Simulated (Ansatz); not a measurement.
# Relaxing random alloy of the bcc Mo-W line, x = 0.6296 (54 atoms)

Wanted: the relaxed structure of random alloy of the bcc Mo-W line, x = 0.6296 (54 atoms) and its electronic structure.

Main program and level: Ansatz 0.2.0; Kohn-Sham DFT, PBE, PAW (set soft_2), plane waves.

## (1) The structure

The cell holds 54 atoms: 20 Mo and 34 W. Its edges and angles: a = 9.527 Å, b = 9.527 Å, c = 9.527 Å, α = 90.0°, β = 90.0°, γ = 90.0°. It derives from Mo and W (bcc Mo-W), repeated 3×3×3. Bcc Mo-W: 54 atoms, 34 of 54 Mo sites given to W at random, cell and internal coordinates interpolated linearly between the end members (Vegard's rule); not relaxed, displaced by a Gaussian of 0.02 Å. Lattice constants are starting values near those of PBE.

Before any run, some limits are plain. The host structure and its lattice constant were typed by rule, without a check against the phase diagram. The levels lack spin–orbit coupling, which is large for the heavy elements here.

## (2) Single point at the start

The forces at the start show how far the geometry lies from a minimum of this functional.

File input.yaml:

```yaml
crystal:
  lattice:
    - [9.52688, 0.0, 0.0]
    - [0.0, 9.52688, 0.0]
    - [0.0, 0.0, 9.52688]
  atoms:
    - { symbol: Mo, position: [0.00341, 0.99872, 0.99889] }
    - { symbol: Mo, position: [0.16441, 0.16848, 0.16183] }
    - { symbol: W, position: [0.00366, 0.9984, 0.334] }
    - { symbol: Mo, position: [0.16614, 0.16974, 0.49568] }
    - { symbol: W, position: [0.99932, 0.99919, 0.66905] }
    - { symbol: Mo, position: [0.16436, 0.1663, 0.83149] }
    - { symbol: W, position: [9.0e-05, 0.33456, 0.99769] }
    - { symbol: W, position: [0.16907, 0.50189, 0.16772] }
    - { symbol: W, position: [0.00189, 0.3319, 0.33308] }
    - { symbol: W, position: [0.1647, 0.49944, 0.50111] }
    - { symbol: Mo, position: [0.99855, 0.3325, 0.66522] }
    - { symbol: W, position: [0.16489, 0.49859, 0.83331] }
    - { symbol: W, position: [0.99765, 0.66716, 0.00348] }
    - { symbol: W, position: [0.16822, 0.83293, 0.1648] }
    - { symbol: Mo, position: [0.99843, 0.67022, 0.33344] }
    - { symbol: W, position: [0.16533, 0.83373, 0.50441] }
    - { symbol: Mo, position: [0.00025, 0.66796, 0.6673] }
    - { symbol: Mo, position: [0.16593, 0.83093, 0.8326] }
    - { symbol: W, position: [0.33289, 0.00123, 0.00176] }
    - { symbol: W, position: [0.50195, 0.16727, 0.16852] }
    - { symbol: W, position: [0.33175, 0.00263, 0.33441] }
    - { symbol: W, position: [0.49937, 0.16769, 0.49984] }
    - { symbol: W, position: [0.33571, 0.00319, 0.67125] }
    - { symbol: W, position: [0.49707, 0.16364, 0.83227] }
    - { symbol: W, position: [0.33367, 0.33517, 0.00066] }
    - { symbol: Mo, position: [0.49575, 0.49936, 0.1684] }
    - { symbol: W, position: [0.33382, 0.33493, 0.33287] }
    - { symbol: Mo, position: [0.49958, 0.50039, 0.50086] }
    - { symbol: Mo, position: [0.33375, 0.33358, 0.66526] }
    - { symbol: Mo, position: [0.50079, 0.50026, 0.8357] }
    - { symbol: W, position: [0.33585, 0.66706, 0.99921] }
    - { symbol: W, position: [0.49866, 0.83422, 0.16683] }
    - { symbol: Mo, position: [0.33261, 0.66676, 0.33203] }
    - { symbol: W, position: [0.50147, 0.83239, 0.50257] }
    - { symbol: W, position: [0.33418, 0.66791, 0.66437] }
    - { symbol: W, position: [0.50036, 0.83489, 0.83133] }
    - { symbol: W, position: [0.66611, 7.0e-05, 0.99712] }
    - { symbol: W, position: [0.83399, 0.16844, 0.16486] }
    - { symbol: W, position: [0.6674, 0.99725, 0.33325] }
    - { symbol: W, position: [0.82994, 0.16902, 0.50086] }
    - { symbol: Mo, position: [0.66661, 0.99837, 0.66934] }
    - { symbol: Mo, position: [0.83746, 0.16277, 0.83593] }
    - { symbol: W, position: [0.67008, 0.33404, 0.99748] }
    - { symbol: Mo, position: [0.83515, 0.49962, 0.1654] }
    - { symbol: Mo, position: [0.66408, 0.33449, 0.335] }
    - { symbol: W, position: [0.83202, 0.50109, 0.4976] }
    - { symbol: W, position: [0.66835, 0.33343, 0.66627] }
    - { symbol: Mo, position: [0.83312, 0.50182, 0.83491] }
    - { symbol: W, position: [0.66778, 0.66696, 0.00016] }
    - { symbol: W, position: [0.83463, 0.83382, 0.1681] }
    - { symbol: Mo, position: [0.66602, 0.66156, 0.33551] }
    - { symbol: W, position: [0.83792, 0.83426, 0.49979] }
    - { symbol: W, position: [0.66638, 0.66642, 0.6667] }
    - { symbol: Mo, position: [0.83098, 0.83225, 0.83124] }
kpoints:
  mp_grid: { grid: [2, 2, 2] }
hamiltonian:
  xc: pbe
scf:
  occupations: { method: fermi_dirac, width: 0.1 }
output:
  forces: true
```

Launch:

```bash
$ ansatz run input.yaml --threads 5 --pin off --max-ram 76800MiB --backend cuda --events-out ev --progress --plain --runs-dir out
```

Log:

```text
Engine: ansatz 0.2.0, x86_64-unknown-linux-gnu
Pseudopotentials: kind: paw
Pseudopotential: Mo, paw, valence charge 14, recommended cutoff 420 eV (normal), Mo.paw.azcp
Pseudopotential: W, paw, valence charge 14, recommended cutoff 420 eV (normal), W.paw.azcp
[... 5 lines on functional and potentials left out ...]
concurrent solve slots: 4 of 5 are kept, ahead of what memory takes: no pass of the eigensolver takes more rounds on 4
device memory: the entry about to start is reckoned to put 12.8 GiB on a device that reports 71.3 GiB free
GPU FFT provider: cuFFT
GPU libraries: cuBLAS 13.8.2, cuFFT 12.4.0, cuSOLVER 12.3.4
Crystal: 54 atoms, lattice volume = 864.673 Å³
Basis set: ecut = 420 eV, 16879 PW (Γ), exchange–correlation on 128×128×128 points (8 copies of the dense FFT grid, shifted against one another)
Bands: 454, of which v1, the nominal top of the filled ones, is band 378 counted from 1 (377 counted from 0)
Symmetry: 1 space group operations
Space group: P1 (ITA 1), of the structure as read, at distance tolerance 9.5e-5 Å
k-points: 8
[... 5 lines on functional and potentials left out ...]
Initial density: superposition of atomic densities (neutral atoms: chi_scale 0, normalization atom), corrected by the library's trained network
Initial wavefunctions: pseudopotential atomic-orbital guess
GPU buffer pool allocated for 262144 grid points (all kernels)
GPU transforms: local potential and band sums: pruned to the plane-wave sphere, on 64×64×64
Functional: x = pbe(κ = 0.804, μ = 0.219515), c = pbe(β = 0.066725)
SCF iter   1: F=—  HF=-452205.325333 eV  |F-HF|=—  |Δ(HF+E_count)|=         —  Δρ=2.90e-3  dr2=2.34e-1  ethr=1.77e-3  ⟨swp⟩=4.1  Hψ=13165  notcnv=0
preconditioner: auto → Kerker (q_TF=auto, 2.668 Å⁻¹)  [metal: Δε(μ)=0.014 eV  Ē_g=4.720 eV  σ=0.100 eV  W_gap=0.03  n_scr=256 (ndim 8)  ℏωp=22.7 eV  f_vac=0.000  D(μ)=23.79/eV (n_scr^D=170)]
SCF iter   2: F=—  HF=-452205.310547 eV  |F-HF|=—  |Δ(HF+E_count)|=   1.48e-2  Δρ=1.63e-3  dr2=7.80e-2  ethr=3.09e-5  ⟨swp⟩=1.0  Hψ=4184  notcnv=0
SCF iter   3: F=—  HF=-452205.310104 eV  |F-HF|=—  |Δ(HF+E_count)|=   4.43e-4  Δρ=1.90e-4  dr2=8.95e-4  ethr=1.03e-5  ⟨swp⟩=2.0  Hψ=3762  notcnv=0
SCF iter   4: F=—  HF=-452205.306055 eV  |F-HF|=—  |Δ(HF+E_count)|=   4.05e-3  Δρ=4.68e-5  dr2=1.23e-4  ethr=1.18e-7  ⟨swp⟩=2.0  Hψ=4935  notcnv=0
SCF iter   5: F=—  HF=-452205.306039 eV  |F-HF|=—  |Δ(HF+E_count)|=   1.64e-5  Δρ=1.48e-5  dr2=3.69e-6  ethr=1.62e-8  ⟨swp⟩=2.0  Hψ=3792  notcnv=0
SCF iter   6: F=—  HF=-452205.311734 eV  |F-HF|=—  |Δ(HF+E_count)|=   5.69e-3  Δρ=3.22e-6  dr2=1.75e-7  ethr=4.87e-10  ⟨swp⟩=2.0  Hψ=5053  notcnv=0
SCF iter   7: F=-452205.311734 eV  HF=-452205.311734 eV  |F-HF|=2.74e-9  |Δ(HF+E_count)|=   1.93e-8  Δρ=5.45e-7  dr2=3.76e-9  ethr=1.32e-11  ⟨swp⟩=3.8  Hψ=9651  notcnv=0
SCF 1 converged in 7 iterations: F = -452205.311734 eV  dr2 = 3.76e-9
  greatest PAW one-centre occupation: 1.000 electrons in one spin orbital (limit 2), on the W atom at site 42 (counted from 0), in its partial waves of l = 0
SCF converged after 7 iterations
Free energy (F): -452205.311734 eV
Harris-Foulkes:  -452205.311734 eV  (|F-HF|=2.74e-9)
Internal energy: -452204.501060 eV  (E = F + TS)
E sigma→0 (E₀):  -452204.906397 eV
Entropy (-TS):   -0.810673 eV (-15.012 meV/atom)
Fermi energy:    21.678870 eV
--- Per-component energies (eV) ---
  E_band       = -4138.523679
  E_kinetic    = 24090.994695
  E_local      = -36650.611917  (includes V_loc(G=0)·N_el)
  E_nonlocal   = 2862.101001
  E_hartree    = 12685.792229
  E_xc         = -12740.954901
  E_vxc        = -12693.030672  (∫ρ·V_xc dr)
  E_paw        = -355143.927396  (= ΣΔE_a)
  E_vpaw       = -7119.559869  (= ΣTr[D̂ρ^β])
  E_aug_tail   = -0.001258  (compensation charges beyond the density's cutoff)
  E_ewald      = -87307.893512
  E_smearing   = -0.810673  (= −TS)
  E_closure    = -0.000000  (closes the sum)
  Σ components = -452205.311734   (vs F -452205.311734, Δ=0.00e0)
--- Forces (eV/Å), atoms counted from 1 ---
  atom   1  Mo    -0.45671990     0.09016397     0.16982112
  atom   2  Mo     0.42040649    -0.18901860     0.46923616
  atom   3  W     -0.52541494     0.50285357    -0.09766550
  atom   4  Mo     0.01854180    -0.45684616     0.57974060
  atom   5  W      0.19573288     0.23350310    -0.34292342
  atom   6  Mo     0.37335861     0.11581652     0.03574282
  atom   7  W      0.09357825    -0.07035005     0.28141179
  atom   8  W     -0.48111281    -0.11501394    -0.11560940
  atom   9  W     -0.38485701     0.33594641    -0.20097465
  atom  10  W      0.16468064     0.23031785    -0.09946849
  atom  11  Mo     0.15066005     0.17475816     0.13399628
  atom  12  W      0.24650999     0.21516720    -0.09616931
  atom  13  W      0.44408533    -0.08820046    -0.54697709
  atom  14  W     -0.12634897     0.15526495     0.34417942
[...]
atom  53  W      0.15395913    -0.09542228     0.01621891
  atom  54  Mo     0.30679644     0.04469219     0.39976711
  max |Σ_I F_I| component: 3.02e-6 eV/Å
```

Wall time 3.8 s (1 × NVIDIA H100 80GB HBM3 with 5 threads of AMD EPYC 7R13 (Zen 3), shared host); peak memory 1.2 GiB; 7.8 s of CPU time.

That memory is the host's; the program planned up to 12.8 GiB on the GPU.

Numbers from this run:

- free energy: -452205.3117 eV
- free energy per atom: -8374.1724 eV/atom
- SCF cycles: 7
- r.m.s. force component: 0.3148 eV/Å
- longest force: 1.107 eV/Å
- Fermi energy: 21.68 eV

The r.m.s. force component of 0.31 eV/Å sets the starting point.

Length of the force by element and coordination:

```
element  coordination  atoms  mean length of the force (eV/Å)  spread   least   most
     Mo           all     20                            0.523   0.222  0.0943  0.968
      W           all     34                            0.485   0.217   0.182   1.11
```

## (3) Cell and atoms relaxed

The cell is relaxed with the atoms, since the starting lattice needn't suit this functional.

Edit input.yaml of step 2 so:

```diff
@@ -15 +15,5 @@
   forces: true
+relax:
+  f_tol: 0.04
+  max_steps: 150
+  cell: {}
```

Log:

```text
[...]
GPU FFT provider: cuFFT
GPU libraries: cuBLAS 13.8.2, cuFFT 12.4.0, cuSOLVER 12.3.4
Crystal: 54 atoms, lattice volume = 864.673 Å³
Basis set: ecut = 420 eV, 16879 PW (Γ), exchange–correlation on 128×128×128 points (8 copies of the dense FFT grid, shifted against one another)
Bands: 454, of which v1, the nominal top of the filled ones, is band 378 counted from 1 (377 counted from 0)
Symmetry: 1 space group operations
[...]
k-points: 8
[...]
GPU buffer pool allocated for 262144 grid points (all kernels)
[...]
SCF iter   1: F=—  HF=-452205.325332 eV  |F-HF|=—  |Δ(HF+E_count)|=         —  Δρ=2.90e-3  dr2=2.34e-1  ethr=1.77e-3  ⟨swp⟩=4.1  Hψ=13165  notcnv=0
[...]
SCF iter   7: F=-452205.311734 eV  HF=-452205.311734 eV  |F-HF|=2.44e-9  |Δ(HF+E_count)|=   1.94e-8  Δρ=5.45e-7  dr2=3.77e-9  ethr=1.32e-11  ⟨swp⟩=3.8  Hψ=9661  notcnv=0
SCF 1 converged in 7 iterations: F = -452205.311734 eV  dr2 = 3.77e-9
[...]
relax step   1: F+E_penalty+E_count = -452205.31173367 eV  Δ(F+E_penalty+E_count) = +0.000e0 eV  max|allowed force component| = 8.642e-1 eV/Å  Δτ_max = 0.0000 Å  P = -0.031 GPa  Ω = 864.673 Å³  (7 SCF iters, dr2 threshold 1.00e-7 eV, accepted)
[...]
relax step   2: F+E_penalty+E_count = -452203.88967299 eV  Δ(F+E_penalty+E_count) = +1.422e0 eV  max|allowed force component| = 1.750e0 eV/Å  Δτ_max = 0.1933 Å  P = +2.774 GPa  Ω = 858.195 Å³  energy of the carried Pulay correction = +2.619e-3 eV  (6 SCF iters, dr2 threshold 5.40e-6 eV, rejected (line search))
[...]
relax step   3: F+E_penalty+E_count = -452205.73730629 eV  Δ(F+E_penalty+E_count) = -4.256e-1 eV  max|allowed force component| = 4.005e-2 eV/Å  Δτ_max = 0.0578 Å  P = +0.211 GPa  Ω = 863.313 Å³  energy of the carried Pulay correction = +5.481e-4 eV  (9 SCF iters, accepted)
[...]
relax step   4: F+E_penalty+E_count = -452205.73752466 eV  Δ(F+E_penalty+E_count) = -2.184e-4 eV  max|allowed force component| = 4.340e-3 eV/Å  Δτ_max = 0.0030 Å  P = -0.166 GPa  Ω = 864.454 Å³  energy of the carried Pulay correction = +8.826e-5 eV  (6 SCF iters, dr2 threshold 1.58e-7 eV, accepted)
[...]
relax step   5: F+E_penalty+E_count = -452205.73804529 eV  Δ(F+E_penalty+E_count) = -5.206e-4 eV  max|allowed force component| = 1.166e-3 eV/Å  Δτ_max = 0.0003 Å  P = -0.003 GPa  Ω = 863.960 Å³  energy of the carried Pulay correction = +2.875e-4 eV  (6 SCF iters, dr2 threshold 1.26e-7 eV, accepted)
[...]
relax step   6: F+E_penalty+E_count = -452205.73804529 eV  Δ(F+E_penalty+E_count) = +0.000e0 eV  max|allowed force component| = 1.164e-3 eV/Å  Δτ_max = 0.0000 Å  P = -0.003 GPa  Ω = 863.960 Å³  stress off target by 6.23e-3 GPa  SCF on the basis re-selected at this cell (its energy is not comparable with the rows above)  (6 SCF iters)
basis re-selected at this cell: Δ(F+E_penalty+E_count) = +0.000e0 eV, ΔP = -0.000 GPa vs the last step (what re-selecting the basis moved, of the pressure what is left beyond the Pulay correction that the steps carried, after the strain that the cell walked since its last selection, [...]
SCF converged after 6 iterations
Free energy (F): -452205.738045 eV
[...]
Internal energy: -452204.933819 eV  (E = F + TS)
E sigma→0 (E₀):  -452205.335932 eV
Entropy (-TS):   -0.804227 eV (-14.893 meV/atom)
Fermi energy:    21.701643 eV
[...]
--- Forces (eV/Å), atoms counted from 1 ---
  atom   1  Mo    -0.00023655     0.00030440    -0.00067558
  atom   2  Mo    -0.00006258     0.00011618     0.00052496
  atom   3  W     -0.00076180    -0.00017615     0.00001303
  atom   4  Mo     0.00018529    -0.00015332     0.00064076
  atom   5  W     -0.00063961     0.00072928     0.00004810
  atom   6  Mo     0.00049705    -0.00002499     0.00026936
  atom   7  W     -0.00022462     0.00030414    -0.00011388
  atom   8  W      0.00072205     0.00022327     0.00051497
  atom   9  W      0.00013571     0.00027862     0.00015385
  atom  10  W      0.00013324    -0.00014928     0.00015461
  atom  11  Mo    -0.00059566     0.00064701    -0.00016937
  atom  12  W      0.00091484    -0.00116426    -0.00010901
  atom  13  W     -0.00030149    -0.00060034    -0.00022662
  atom  14  W      0.00038078    -0.00020553    -0.00029934
[...]
atom  53  W     -0.00079256    -0.00057319     0.00059181
  atom  54  Mo     0.00041413     0.00005745    -0.00026022
  max |Σ_I F_I| component: 5.31e-8 eV/Å
--- Stress (GPa, compression-positive) ---
       -0.002662      -0.003364       0.000069
       -0.003364      -0.003063      -0.000037
        0.000069      -0.000037      -0.002846
  P = ⅓ Tr σ = -0.0029 GPa (-0.029 kbar)
--- Band table (eV; the first three rows and the last of 8) ---
[...]
--- Relaxed structure (5 steps of the walk, 4 accepted, 1 SCFs on fresh bases) ---
  F+E_penalty+E_count = -452205.73804529 eV   max|allowed force component| = 1.164e-3 eV/Å   (the final SCF, on the basis selected at the relaxed cell)
  cell:  # Å, volume = 863.9597 Å³
    - [9.523837, 0.000283588, -6.775944e-5]
    - [0.000283588, 9.524436, 0.000110441]
    - [-6.775944e-5, 0.000110441, 9.524502]
  atoms:
    - { symbol: Mo, position: [6.043829e-5, 1.000194, 0.999766] }
    - { symbol: Mo, position: [0.166550, 0.166894, 0.166448] }
    - { symbol: W, position: [0.000216046, 1.000396, 0.333612] }
    - { symbol: Mo, position: [0.166671, 0.167128, 0.500349] }
[...]
- { symbol: Mo, position: [0.833527, 0.833502, 0.833358] }
```

Run time: 18 s. Hardware: 1 × NVIDIA H100 80GB HBM3 with 5 threads; peak memory 1.3 GiB.

That memory is the host's; the program planned up to 12.8 GiB on the GPU.

The program notes that the band table was not solved further than the SCF left it.

The steps of the relaxation:

```
step  energy less that of the first step (eV)  largest force component (eV/Å)  pressure (GPa)  volume (Å³)
   1                                   0.0000                          0.8642           -0.03       864.67
   2                                   1.4221                          1.7497            2.77       858.20
   3                                  -0.4256                          0.0401            0.21       863.31
   4                                  -0.4258                          0.0043           -0.17       864.45
   5                                  -0.4263                          0.0012            0.00       863.96
  6*                                  -0.4263                          0.0012            0.00       863.96
```

Relaxation steps marked * repeat the geometry before them on a plane-wave basis chosen anew for their cell, so energy and pressure can jump there. Relaxation step 2 was tried and not accepted.

```
     cell as run  before  after  change
           a (Å)   9.527  9.524  -0.0 %
           b (Å)   9.527  9.524  -0.0 %
           c (Å)   9.527  9.525  -0.0 %
volume (Å³/atom)   16.01  16.00  -0.1 %
```

The atoms that moved most (Å, as changes of fractional coordinates times the final cell):

```
atom      dx      dy      dz  length
Mo42  -0.037   0.039  -0.024   0.059
 W23  -0.027  -0.028  -0.043   0.058
Mo51   0.007   0.048  -0.020   0.052
 Mo4   0.005  -0.025   0.044   0.051
 Mo2   0.020  -0.015   0.044   0.051
Mo26   0.043   0.008  -0.016   0.046
 W52  -0.042  -0.010   0.004   0.044
 W16   0.012  -0.006  -0.042   0.044
```

The relaxation changed the energy by -7.89 meV/atom, and atoms moved by 0.031 Å r.m.s., 0.059 Å at most.

## (4) Distances and neighbours after relaxation

Density 15.7 g/cm³, 16.00 Å³ an atom.

Pair distribution functions g(r), in bins of 0.1 Å:

```
r (Å)  total    W-W   W-Mo  Mo-Mo
 2.65   0.00   0.00   0.00   0.00
 2.75  13.50  13.00  14.30  12.50
 2.85   0.00   0.00   0.00   0.00
 2.95   0.00   0.00   0.00   0.00
 3.05   0.00   0.00   0.00   0.00
 3.15   7.58   7.55   7.62   7.50
 3.25   0.00   0.00   0.00   0.00
 3.35   0.00   0.00   0.00   0.00
 3.45   0.00   0.00   0.00   0.00
 3.55   0.00   0.00   0.00   0.00
 3.65   0.00   0.00   0.00   0.00
 3.75   0.00   0.00   0.00   0.00
 3.85   0.00   0.00   0.00   0.00
 3.95   0.00   0.00   0.00   0.00
 4.05   0.00   0.00   0.00   0.00
 4.15   0.00   0.00   0.00   0.00
 4.25   0.00   0.00   0.00   0.00
 4.35   0.00   0.00   0.00   0.00
 4.45   7.63   7.31   8.18   6.69
 4.55   0.00   0.00   0.00   0.00
 4.65   0.00   0.00   0.00   0.00
 4.75   0.00   0.00   0.00   0.00
 4.85   0.00   0.00   0.00   0.00
 4.95   0.00   0.00   0.00   0.00
 5.05   0.00   0.00   0.00   0.00
 5.15   0.00   0.00   0.00   0.00
 5.25  11.00  11.10  10.80  11.40
 5.35   0.00   0.00   0.00   0.00
 5.45   2.33   2.10   2.46   2.52
 5.55   1.05   1.29   0.89   0.90
 5.65   0.00   0.00   0.00   0.00
 5.75   0.00   0.00   0.00   0.00
 5.85   0.00   0.00   0.00   0.00
 5.95   0.00   0.00   0.00   0.00
 6.05   0.00   0.00   0.00   0.00
 6.15   0.00   0.00   0.00   0.00
 6.25   0.00   0.00   0.00   0.00
 6.35   1.90   1.89   1.91   1.88
 6.45   0.00   0.00   0.00   0.00
 6.55   0.00   0.00   0.00   0.00
 6.65   0.00   0.00   0.00   0.00
 6.75   0.00   0.00   0.00   0.00
 6.85   0.00   0.00   0.00   0.00
 6.95   6.37   6.35   6.41   6.31
```

(Continued in part 2 of 2.)

[Long decimals in the printed logs are rounded to 6 places.]

[Logs are printed without paths, hosts, clocks, repeated set-up lines and the standing remarks that a program may print on its own settings, such as how far it seeks lower states.]

[Hosts, paths, dates, database ids (printed as entryN), source tags and the programs' standing remarks are cut or masked in the printed files.]

[A walk said to have stopped at its limit may instead have ended on an SCF cycle that didn't converge.]
